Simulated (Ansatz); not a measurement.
# Mg4AlTlCd2: relaxing a made-up structure

Starting from a made-up structure for Mg4AlTlCd2, the aim is the relaxed cell, its shortest contacts and, where a second run follows, its electronic structure.

Calculated with Ansatz 0.2.0; DFT, PBEsol, plane-wave PAW, files of the set soft_1, scalar-relativistic, no spin, cell and ions relaxed at zero pressure; PAW set soft_1, in the first sound run; inputs show where later runs differ.

## 1. Starting point

Symmetry: Amm2, No. 38, orthorhombic system. Conventional cell: a = 5.141 Å, b = 6.366 Å, c = 11.112 Å, α = 90.00°, β = 90.00°, γ = 90.00°. Nearest to Tl lie 4 Cd at 3.17 to 3.24 Å and 6 Mg at 3.18 Å and 2 Al at 3.19 Å. Cd has 2 Al at 3.14 Å and 6 Mg at 3.15 to 3.25 Å and 2 Cd at 3.17 to 3.20 Å and 2 Tl at 3.17 to 3.24 Å nearest. Al has 4 Cd at 3.14 Å and 6 Mg at 3.15 to 3.26 Å and 2 Tl at 3.19 Å nearest. Nearest to Mg lie 4 Cd at 3.15 Å and 6 Mg at 3.16 to 3.20 Å and 2 Al at 3.18 Å. Nearest to Mg lie 6 Mg at 3.11 to 3.25 Å and 2 Al at 3.15 to 3.26 Å and 2 Cd at 3.18 Å and 2 Tl at 3.18 Å. Nearest to Mg lie 4 Cd at 3.15 to 3.25 Å and 6 Mg at 3.16 Å and 2 Tl at 3.18 Å. Farther neighbours are not listed.

## 2. Relaxation of the guess

The guess takes its coordinates from another compound and its volume from a rule, so the cell and any free coordinates are relaxed together.

File input.yaml:

```yaml
crystal:
  lattice:
    - [5.141, 0.0, 0.0]
    - [0.0, 3.183, 5.556]
    - [0.0, -3.183, 5.556]
  atoms:
    - { symbol: Tl, position: [0.0, 0.8349, 0.8349] }
    - { symbol: Cd, position: [0.0, 0.3396, 0.8368] }
    - { symbol: Cd, position: [0.0, 0.8368, 0.3396] }
    - { symbol: Al, position: [0.5, 0.6655, 0.6655] }
    - { symbol: Mg, position: [0.5, 0.1678, 0.1678] }
    - { symbol: Mg, position: [0.5, 0.1749, 0.6639] }
    - { symbol: Mg, position: [0.5, 0.6639, 0.1749] }
    - { symbol: Mg, position: [0.0, 0.3326, 0.3326] }
kpoints:
  mp_grid: { grid: [5, 5, 5] }
scf:
  occupations: { method: fermi_dirac, width: 0.05 }
hamiltonian:
  xc: pbesol
  pseudopotentials: { kind: paw, azcp: { folder: soft_1 }, xc_functional: pbe }
relax:
  f_tol: 0.015
  max_steps: 70
  cell: {}
output:
  forces: true
  stress: true
```

Started as:

```sh
$ ansatz run input.yaml --threads 4 --pin off --max-ram 10240MiB --backend cpu --events-out ev --progress --plain --runs-dir out
```

Numbers of over 12 decimals in the logs are rounded to 6 here.

Output:

```text
Engine: ansatz 0.2.0, aarch64-unknown-linux-gnu
Pseudopotentials: kind: paw
Pseudopotential: Tl, paw, valence charge 13, recommended cutoff 420 eV (normal), soft_1/Tl.paw.azcp
Pseudopotential: Cd, paw, valence charge 20, recommended cutoff 420 eV (normal), soft_1/Cd.paw.azcp
Pseudopotential: Al, paw, valence charge 3, recommended cutoff 420 eV (normal), soft_1/Al.paw.azcp
Pseudopotential: Mg, paw, valence charge 10, recommended cutoff 420 eV (normal), soft_1/Mg.paw.azcp
Functional definition: PBEsol
  exchange = pbesol_x
  correlation = pbesol_c
Crystal: 8 atoms, lattice volume = 181.835 Å³
Basis set: ecut = 420 eV, 3569 PW (Γ), exchange–correlation on 72×90×90 points (8 copies of the dense FFT grid, shifted against one another)
Bands: 58, of which v1, the nominal top of the filled ones, is band 48 counted from 1 (47 counted from 0)
Symmetry: 4 space group operations
Space group: Amm2 (ITA 38), of the structure as read, at distance tolerance 5.7e-5 Å
k-points: 27 of 125 (time reversal used)
Non-local potential: Tl, projectors of the file, l = 0: 2, l = 1: 2, l = 2: 2, l = 3: 1
Non-local potential: Cd, projectors of the file, l = 0: 3, l = 1: 2, l = 2: 2, l = 3: 1
Non-local potential: Al, projectors of the file, l = 0: 2, l = 1: 2, l = 2: 1
Non-local potential: Mg, projectors of the file, l = 0: 3, l = 1: 2, l = 2: 1
PAW form: soft (Blöchl's): semilocal exchange-correlation on the pseudo side does not see the compensation charge
PAW frozen core: Tl, regenerated for the run's functional, and the local potential with it (the file was generated under x = pbe(κ = 0.804, μ = 0.219515), c = pbe(β = 0.066725))
PAW frozen core: Cd, regenerated for the run's functional, and the local potential with it (the file was generated under x = pbe(κ = 0.804, μ = 0.219515), c = pbe(β = 0.066725))
PAW frozen core: Al, regenerated for the run's functional, and the local potential with it (the file was generated under x = pbe(κ = 0.804, μ = 0.219515), c = pbe(β = 0.066725))
PAW frozen core: Mg, regenerated for the run's functional, and the local potential with it (the file was generated under x = pbe(κ = 0.804, μ = 0.219515), c = pbe(β = 0.066725))
PAW one-centre angular grid: Tl, 590 points (default); XC on 64 Gauss nodes
PAW one-centre angular grid: Cd, 590 points (default); XC on 64 Gauss nodes
PAW one-centre angular grid: Al, 110 points (default); XC on 64 Gauss nodes
PAW one-centre angular grid: Mg, 110 points (default); XC on 64 Gauss nodes
Initial density: superposition of atomic densities (chi_scale 0.1, normalization cell, long waves kept (reshape's long-wave potential 0.01 eV rms))
Initial wavefunctions: pseudopotential atomic-orbital guess
Functional: x = pbesol(κ = 0.804, μ = 0.123457), c = pbesol(β = 0.046)
SCF iter   1: F=—  HF=-35840.213307 eV  |F-HF|=—  |Δ(HF+E_count)|=         —  Δρ=4.19e-2  dr2=6.28e0  ethr=3.10e-3  ⟨swp⟩=7.6  Hψ=6021  notcnv=0  defer=6
preconditioner: auto → Kerker (q_TF=auto, 2.453 Å⁻¹)  [metal: Δε(μ)=0.022 eV  Ē_g=8.888 eV  σ=0.050 eV  W_gap=0.11  n_scr=46 (ndim 8)  ℏωp=19.1 eV  f_vac=0.000  D(μ)=4.30/eV (n_scr^D=26)]
SCF iter   2: F=—  HF=-35838.921711 eV  |F-HF|=—  |Δ(HF+E_count)|=    1.29e0  Δρ=1.71e-2  dr2=1.54e0  ethr=3.10e-3  ⟨swp⟩=2.1  Hψ=2506  notcnv=0  defer=74
SCF iter   3: F=—  HF=-35838.560445 eV  |F-HF|=—  |Δ(HF+E_count)|=   3.61e-1  Δρ=7.35e-3  dr2=3.38e-1  ethr=1.61e-3  ⟨swp⟩=2.1  Hψ=1991  notcnv=0  defer=71
SCF iter   4: F=—  HF=-35838.477671 eV  |F-HF|=—  |Δ(HF+E_count)|=   8.28e-2  Δρ=1.67e-3  dr2=8.27e-3  ethr=3.52e-4  ⟨swp⟩=3.0  Hψ=2310  notcnv=0  defer=71
SCF iter   5: F=—  HF=-35838.475968 eV  |F-HF|=—  |Δ(HF+E_count)|=   1.70e-3  Δρ=4.04e-4  dr2=6.04e-4  ethr=8.62e-6  ⟨swp⟩=2.2  Hψ=2392  notcnv=0  defer=70
SCF iter   6: F=—  HF=-35838.475836 eV  |F-HF|=—  |Δ(HF+E_count)|=   1.31e-4  Δρ=1.44e-4  dr2=6.23e-5  ethr=6.29e-7  ⟨swp⟩=2.0  Hψ=2146  notcnv=0  defer=70
SCF iter   7: F=—  HF=-35838.475798 eV  |F-HF|=—  |Δ(HF+E_count)|=   3.83e-5  Δρ=2.87e-5  dr2=1.55e-6  ethr=6.49e-8  ⟨swp⟩=2.0  Hψ=1728  notcnv=0  defer=70
SCF iter   8: F=—  HF=-35838.475798 eV  |F-HF|=—  |Δ(HF+E_count)|=   6.16e-8  Δρ=8.67e-6  dr2=1.82e-7  ethr=1.61e-9  ⟨swp⟩=2.1  Hψ=2764  notcnv=0  defer=70
SCF iter   9: F=-35838.475798 eV  HF=-35838.475798 eV  |F-HF|=8.33e-9  |Δ(HF+E_count)|=   6.41e-8  Δρ=2.29e-6  dr2=1.45e-8  ethr=1.04e-10  ⟨swp⟩=4.0  Hψ=4888  notcnv=0
SCF 1 converged in 9 iterations: F = -35838.475798 eV  dr2 = 1.45e-8
  greatest PAW one-centre occupation: 1.000 electrons in one spin orbital (limit 2), on the Cd atom at site 2 (counted from 0), in its partial waves of l = 0
relax step   1: F+E_penalty+E_count = -35838.47579770 eV  Δ(F+E_penalty+E_count) = +0.000e0 eV  max|allowed force component| = 1.834e-1 eV/Å  Δτ_max = 0.0000 Å  P = -2.126 GPa  Ω = 181.835 Å³  (9 SCF iters, dr2 threshold 1.00e-7 eV, accepted)
Crystal: 8 atoms, lattice volume = 172.077 Å³
Basis set: ecut = 420 eV, 3381 PW (Γ), exchange–correlation on 72×90×90 points (8 copies of the dense FFT grid, shifted against one another)
Initial density: handed on by an earlier stage of this run
Initial wavefunctions: those handed on with the density
iter 1 solved again at ethr=3.78e-5 eV; its pass at ethr=3.10e-3 eV (dr2=3.62e-2 eV) is discarded
SCF iter   1: F=—  HF=-35838.580996 eV  |F-HF|=—  |Δ(HF+E_count)|=         —  Δρ=3.27e-3  dr2=3.77e-2  ethr=3.78e-5  ⟨swp⟩=2.6  Hψ=7058  notcnv=0
preconditioner: auto → Kerker (q_TF=auto, 2.475 Å⁻¹)  [metal: Δε(μ)=0.019 eV  Ē_g=10.151 eV  σ=0.050 eV  W_gap=0.09  n_scr=44 (ndim 8)  ℏωp=19.6 eV  f_vac=0.000  D(μ)=3.39/eV (n_scr^D=20)]
SCF iter   2: F=—  HF=-35838.572622 eV  |F-HF|=—  |Δ(HF+E_count)|=   8.37e-3  Δρ=1.57e-3  dr2=1.16e-2  ethr=3.78e-5  ⟨swp⟩=2.0  Hψ=1871  notcnv=0
SCF iter   3: F=—  HF=-35838.569364 eV  |F-HF|=—  |Δ(HF+E_count)|=   3.26e-3  Δρ=5.39e-4  dr2=1.68e-3  ethr=1.21e-5  ⟨swp⟩=2.0  Hψ=1744  notcnv=0
SCF iter   4: F=—  HF=-35838.568931 eV  |F-HF|=—  |Δ(HF+E_count)|=   4.33e-4  Δρ=1.75e-4  dr2=8.95e-5  ethr=1.74e-6  ⟨swp⟩=2.0  Hψ=2077  notcnv=0
SCF iter   5: F=—  HF=-35838.568825 eV  |F-HF|=—  |Δ(HF+E_count)|=   1.07e-4  Δρ=4.20e-5  dr2=5.72e-6  ethr=9.33e-8  ⟨swp⟩=2.0  Hψ=2110  notcnv=0
SCF iter   6: F=-35838.568823 eV  HF=-35838.568823 eV  |F-HF|=3.30e-7  |Δ(HF+E_count)|=   1.41e-6  Δρ=1.52e-5  dr2=5.69e-7  ethr=8.33e-10  ⟨swp⟩=4.3  Hψ=4960  notcnv=0
SCF 2 converged in 6 iterations: F = -35838.568823 eV  dr2 = 5.69e-7
[...]
SCF 3 converged in 5 iterations: F = -35838.576375 eV  dr2 = 1.57e-7
relax step   3: F+E_penalty+E_count = -35838.57637487 eV  Δ(F+E_penalty+E_count) = -7.552e-3 eV  max|allowed force component| = 1.166e-2 eV/Å  Δτ_max = 0.0140 Å  P = +0.146 GPa  Ω = 171.980 Å³  energy of the carried Pulay correction = +8.179e-4 eV  (5 SCF iters, dr2 threshold 8.00e-7 eV, accepted)
[... from here on, the SCF cycles and remarks between the steps are left out ...]
relax step   4: F+E_penalty+E_count = -35838.58370163 eV  Δ(F+E_penalty+E_count) = -7.327e-3 eV  max|allowed force component| = 3.083e-2 eV/Å  Δτ_max = 0.0173 Å  P = +0.016 GPa  Ω = 172.718 Å³  energy of the carried Pulay correction = +7.550e-4 eV  (5 SCF iters, dr2 threshold 7.06e-7 eV, accepted)
relax step   5: F+E_penalty+E_count = -35838.58477296 eV  Δ(F+E_penalty+E_count) = -1.071e-3 eV  max|allowed force component| = 1.442e-2 eV/Å  Δτ_max = 0.0105 Å  P = -0.002 GPa  Ω = 172.809 Å³  energy of the carried Pulay correction = +7.473e-4 eV  (6 SCF iters, dr2 threshold 5.94e-8 eV, accepted)
relax step   6: F+E_penalty+E_count = -35838.58551830 eV  Δ(F+E_penalty+E_count) = -7.453e-4 eV  max|allowed force component| = 9.721e-3 eV/Å  Δτ_max = 0.0116 Å  P = -0.008 GPa  Ω = 172.879 Å³  energy of the carried Pulay correction = +7.414e-4 eV  (6 SCF iters, dr2 threshold 1.93e-8 eV, accepted)
relax step   7: F+E_penalty+E_count = -35838.58732346 eV  Δ(F+E_penalty+E_count) = -1.805e-3 eV  max|allowed force component| = 3.058e-2 eV/Å  Δτ_max = 0.0236 Å  P = +0.049 GPa  Ω = 172.908 Å³  energy of the carried Pulay correction = +7.389e-4 eV  (7 SCF iters, dr2 threshold 2.94e-8 eV, accepted)
relax step   8: F+E_penalty+E_count = -35838.48489823 eV  Δ(F+E_penalty+E_count) = +1.024e-1 eV  max|allowed force component| = 1.502e-1 eV/Å  Δτ_max = 0.0853 Å  P = +0.162 GPa  Ω = 173.787 Å³  energy of the carried Pulay correction = +6.645e-4 eV  (7 SCF iters, dr2 threshold 9.02e-8 eV, rejected (line search))
relax step   9: F+E_penalty+E_count = -35838.58827229 eV  Δ(F+E_penalty+E_count) = -9.488e-4 eV  max|allowed force component| = 3.417e-2 eV/Å  Δτ_max = 0.0090 Å  P = -0.030 GPa  Ω = 173.201 Å³  energy of the carried Pulay correction = +7.141e-4 eV  (10 SCF iters, accepted)
relax step  10: F+E_penalty+E_count = -35838.58928538 eV  Δ(F+E_penalty+E_count) = -1.013e-3 eV  max|allowed force component| = 2.033e-2 eV/Å  Δτ_max = 0.0137 Å  P = -0.069 GPa  Ω = 173.427 Å³  energy of the carried Pulay correction = +6.949e-4 eV  (6 SCF iters, dr2 threshold 9.92e-8 eV, accepted)
relax step  11: F+E_penalty+E_count = -35838.58904424 eV  Δ(F+E_penalty+E_count) = +2.411e-4 eV  max|allowed force component| = 4.663e-2 eV/Å  Δτ_max = 0.0225 Å  P = +0.105 GPa  Ω = 172.841 Å³  energy of the carried Pulay correction = +7.446e-4 eV  (6 SCF iters, dr2 threshold 6.80e-8 eV, rejected (line search))
relax step  12: F+E_penalty+E_count = -35838.58981093 eV  Δ(F+E_penalty+E_count) = -5.255e-4 eV  max|allowed force component| = 4.698e-3 eV/Å  Δτ_max = 0.0110 Å  P = +0.001 GPa  Ω = 173.223 Å³  energy of the carried Pulay correction = +7.122e-4 eV  (8 SCF iters, accepted)
Initial wavefunctions: pseudopotential atomic-orbital guess (no wavefunctions were taken with the density)
iter 1 solved again at ethr=3.24e-8 eV; its pass at ethr=3.10e-3 eV (dr2=3.11e-5 eV) is discarded
SCF iter   1: F=—  HF=-35838.589288 eV  |F-HF|=—  |Δ(HF+E_count)|=         —  Δρ=2.05e-4  dr2=2.13e-6  ethr=3.24e-8  ⟨swp⟩=3.4  Hψ=10125  notcnv=0
preconditioner: auto → Kerker (q_TF=auto, 2.473 Å⁻¹)  [metal: Δε(μ)=0.028 eV  Ē_g=10.228 eV  σ=0.050 eV  W_gap=0.14  n_scr=44 (ndim 8)  ℏωp=19.5 eV  f_vac=0.000  D(μ)=3.26/eV (n_scr^D=20)]
SCF iter   2: F=—  HF=-35838.589250 eV  |F-HF|=—  |Δ(HF+E_count)|=   3.81e-5  Δρ=1.04e-4  dr2=5.74e-7  ethr=2.22e-9  ⟨swp⟩=2.0  Hψ=2098  notcnv=0
SCF iter   3: F=—  HF=-35838.589233 eV  |F-HF|=—  |Δ(HF+E_count)|=   1.63e-5  Δρ=1.20e-5  dr2=1.44e-8  ethr=5.98e-10  ⟨swp⟩=2.1  Hψ=2122  notcnv=0
SCF iter   4: F=—  HF=-35838.589233 eV  |F-HF|=—  |Δ(HF+E_count)|=   1.90e-7  Δρ=1.04e-6  dr2=1.09e-9  ethr=1.50e-11  ⟨swp⟩=2.0  Hψ=2867  notcnv=0
SCF iter   5: F=—  HF=-35838.589233 eV  |F-HF|=—  |Δ(HF+E_count)|=  5.24e-10  Δρ=2.58e-7  dr2=1.37e-10  ethr=1.14e-12  ⟨swp⟩=2.0  Hψ=2068  notcnv=0
SCF iter   6: F=-35838.589233 eV  HF=-35838.589233 eV  |F-HF|=1.46e-11  |Δ(HF+E_count)|=  2.91e-11  Δρ=9.65e-8  dr2=1.37e-11  ethr=1.00e-12  ⟨swp⟩=4.0  Hψ=4485  notcnv=0
SCF 13 converged in 6 iterations: F = -35838.589233 eV  dr2 = 1.37e-11
relax step  13: F+E_penalty+E_count = -35838.58923329 eV  Δ(F+E_penalty+E_count) = +5.776e-4 eV  max|allowed force component| = 4.719e-3 eV/Å  Δτ_max = 0.0000 Å  P = +0.000 GPa  Ω = 173.223 Å³  stress off target by 2.76e-2 GPa  SCF on the basis re-selected at this cell (its energy is not comparable with the rows above)  (6 SCF iters)
basis re-selected at this cell: Δ(F+E_penalty+E_count) = +5.776e-4 eV, ΔP = -0.000 GPa vs the last step (what re-selecting the basis moved, of the pressure what is left beyond the Pulay correction that the steps carried, after the strain that the cell walked since its last selection, with what the two solves' SCF thresholds leave and, on support functions, any second-order correction that the steps lacked; it is no m [...]
SCF converged after 6 iterations
Free energy (F): -35838.589233 eV
Harris-Foulkes:  -35838.589233 eV  (|F-HF|=1.46e-11)
Internal energy: -35838.563142 eV  (E = F + TS)
E sigma→0 (E₀):  -35838.576188 eV
Entropy (-TS):   -0.026091 eV (-3.261 meV/atom)
Fermi energy:    9.225902 eV
--- Per-component energies (eV) ---
  E_band       = -2283.207640
  E_kinetic    = 1448.969049
  E_local      = -15092.385003  (includes V_loc(G=0)·N_el)
  E_nonlocal   = 1351.490101
  E_hartree    = 6105.965042
  E_xc         = -638.048728
  E_vxc        = -680.817791  (∫ρ·V_xc dr)
  E_paw        = -19710.273000  (= ΣΔE_a)
  E_vpaw       = -1522.394079  (= ΣTr[D̂ρ^β])
  E_aug_tail   = -0.000039  (compensation charges beyond the density's cutoff)
  E_ewald      = -9305.257407
  E_core_change = 0.976843  (= ΣΔE_core)
  E_smearing   = -0.026091  (= −TS)
  E_closure    = -0.000000  (closes the sum)
  Σ components = -35838.589233   (vs F -35838.589233, Δ=0.00e0)
--- Forces (eV/Å), atoms counted from 1 ---
  atom   1  Tl    -0.00000000    -0.00000000    -0.00471854
  atom   2  Cd     0.00000000     0.00094223     0.00203751
  atom   3  Cd     0.00000000    -0.00094223     0.00203751
  atom   4  Al     0.00000000     0.00000000    -0.00043181
  atom   5  Mg     0.00000000     0.00000000     0.00440093
  atom   6  Mg     0.00000000    -0.00237686    -0.00249046
  atom   7  Mg    -0.00000000     0.00237686    -0.00249046
  atom   8  Mg    -0.00000000    -0.00000000     0.00165559
  max |Σ_I F_I| component: 2.72e-7 eV/Å
--- Stress (GPa, compression-positive) ---
       -0.007567      -0.000000      -0.000000
       -0.000000      -0.019467      -0.000000
       -0.000000      -0.000000       0.027579
  P = ⅓ Tr σ = 0.0002 GPa (0.002 kbar)
--- Relaxed structure (12 steps of the walk, 10 accepted, 1 SCFs on fresh bases) ---
  F+E_penalty+E_count = -35838.58923329 eV   max|allowed force component| = 4.719e-3 eV/Å   (the final SCF, on the basis selected at the relaxed cell)
  cell:  # Å, volume = 173.2231 Å³
    - [4.925971, 0, -1.3244423327055871e-18]
    - [-1.4313560786835939e-18, 3.042088, 5.779792]
    - [-1.4313560786836035e-18, -3.042088, 5.779792]
  atoms:
    - { symbol: Tl, position: [2.467030912870468e-19, 0.835585, 0.835585] }
    - { symbol: Cd, position: [-8.665764758878513e-19, 0.338430, 0.833155] }
    - { symbol: Cd, position: [-8.665764758878501e-19, 0.833155, 0.338430] }
    - { symbol: Al, position: [0.5, 0.660640, 0.660640] }
    - { symbol: Mg, position: [0.5, 0.169311, 0.169311] }
    - { symbol: Mg, position: [0.5, 0.174703, 0.671620] }
    - { symbol: Mg, position: [0.5, 0.671620, 0.174703] }
    - { symbol: Mg, position: [0, 0.332556, 0.332556] }
```

It took 62 s on 4 threads of Arm Neoverse V2, shared host; peak memory 0.71 GiB.

The steps of the relaxation:

| step | energy less that of the first step (eV) | largest force component (eV/Å) | pressure (GPa) | volume (Å³) |
| --- | --- | --- | --- | --- |
| 1 | 0.0000 | 0.1834 | -2.13 | 181.83 |
| 2 | -0.0930 | 0.0580 | 0.10 | 172.08 |
| 3 | -0.1006 | 0.0117 | 0.15 | 171.98 |
| 4 | -0.1079 | 0.0308 | 0.02 | 172.72 |
| 5 | -0.1090 | 0.0144 | 0.00 | 172.81 |
| 6 | -0.1097 | 0.0097 | -0.01 | 172.88 |
| 7 | -0.1115 | 0.0306 | 0.05 | 172.91 |
| 8 | -0.0091 | 0.1502 | 0.16 | 173.79 |
| 9 | -0.1125 | 0.0342 | -0.03 | 173.20 |
| 10 | -0.1135 | 0.0203 | -0.07 | 173.43 |
| 11 | -0.1132 | 0.0466 | 0.11 | 172.84 |
| 12 | -0.1140 | 0.0047 | 0.00 | 173.22 |
| 13* | -0.1134 | 0.0047 | 0.00 | 173.22 |

Relaxation steps marked * repeat the geometry before them on a plane-wave basis chosen anew for their cell, so energy and pressure can jump there. Relaxation steps 8, 11 were tried and not accepted.

Forces are held to the 4 operations that the run works with; a distortion that breaks them can't arise in this run.

| conventional cell, symmetrised | before | after | change |
| --- | --- | --- | --- |
| a (Å) | 5.141 | 4.926 | -4.2 % |
| b (Å) | 6.366 | 6.084 | -4.4 % |
| c (Å) | 11.112 | 11.560 | +4.0 % |
| volume (Å³/atom) | 22.73 | 21.65 | -4.7 % |

The atoms that moved most (Å, as changes of fractional coordinates times the final cell):

| atom | dx | dy | dz | length |
| --- | --- | --- | --- | --- |
| Al4 | 0.000 | 0.000 | -0.056 | 0.056 |
| Mg6 | 0.000 | -0.024 | 0.043 | 0.050 |
| Mg7 | 0.000 | 0.024 | 0.043 | 0.050 |
| Cd2 | 0.000 | 0.008 | -0.028 | 0.029 |
| Cd3 | 0.000 | -0.008 | -0.028 | 0.029 |
| Mg5 | 0.000 | 0.000 | 0.017 | 0.017 |
| Tl1 | 0.000 | 0.000 | 0.008 | 0.008 |

Numbers from this step:

```yaml
free_energy: -35838.5892 eV
energy_at_zero_smearing: -35838.5762 eV
smearing_term_ts: 0.02609 eV
fermi_energy: 9.226 eV
electrons: 96
symmetry_operations: 4
pressure: 1.81e-4 GPa
```

Shortest distances by pair of elements, guess and relaxed (not always the same contact):

| pair | guess (Å) | relaxed (Å) |
| --- | --- | --- |
| Cd–Cd | 3.165 | 3.010 |
| Al–Cd | 3.138 | 3.013 |
| Mg–Mg | 3.113 | 3.023 |
| Mg–Tl | 3.183 | 3.042 |
| Al–Mg | 3.147 | 3.044 |

The relaxation ends with a largest force component of 0.0047 eV/Å and a pressure of 0.00 GPa.

(Part 1 of 2 ends here.)

[Logs are printed without paths, hosts, clocks, repeated set-up lines and the standing remarks that a program may print on its own settings, such as how far it seeks lower states.]

[Hosts, paths, dates, database ids (printed as entryN), source tags and the programs' standing remarks are cut or masked in the printed files.]
